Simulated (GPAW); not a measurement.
# Calculated records

```
! title: A GW chain in GPAW: NbInO4 (P2/c)
! method: DFT, LDA, plane waves, PAW (and 1 further level or step)
! program: GPAW 26.7.0
! settings of one run: cutoff 600 eV, GPAW PAW setups 1.2.1 data release, 4×2×4 k-mesh, nbands 125
! cost: 3 runs, 5 min in all on 8 MPI ranks of Intel Xeon Platinum 8488C (Sapphire Rapids), shared host (the runs of this entry)
! notes: The cell and positions come from the Crystallography Open Database and are kept as given unless a step says otherwise. Limits: no spin-orbit coupling. Bands and cutoff are finite, so the gap is not at the basis limit. The miss can reach some tenths of an eV and take either sign; the mesh is an error of its own. The 4×2×4 mesh is coarse for this cell, which bears on the long-range parts of exchange and screening.
! LDA gap: 3.21 eV, indirect
! G0W0 gap on the mesh: 5.31 eV
! G0W0 gap over the zone (rigid shift): 5.28 eV
! GW settings: 4×2×4 mesh, 115 bands, screening to 50 eV, Godby-Needs plasmon pole
! known limits: not at the basis limit; no spin-orbit coupling; coarse k mesh
CELL_PARAMETERS angstrom
4.83550 0.00000 0.00000
0.00000 5.77090 0.00000
-0.10144 0.00000 5.14300
ATOMIC_POSITIONS crystal
Nb 0.00000 0.17790 0.25000
Nb 0.00000 0.82210 0.75000
In 0.50000 0.68250 0.25000
In 0.50000 0.31750 0.75000
O 0.26000 0.61800 0.90100
O 0.74000 0.61800 0.59900
O 0.74000 0.38200 0.09900
O 0.26000 0.38200 0.40100
O 0.21700 0.89800 0.43800
O 0.78300 0.89800 0.06200
O 0.78300 0.10200 0.56200
O 0.21700 0.10200 0.93800
```

[Paths, hosts, dates, memory and timing lines, banners, echoed tables and standing remarks are left out of the program output.]

[Logs are printed without paths, hosts, clocks, repeated set-up lines and the standing remarks that a program may print on its own settings, such as how far it seeks lower states.]

[Runs of the session that timed out or met a known fault of the program may be left out.]

[Hosts, paths, dates, database ids (printed as entryN), source tags and the programs' standing remarks are cut or masked in the printed files.]
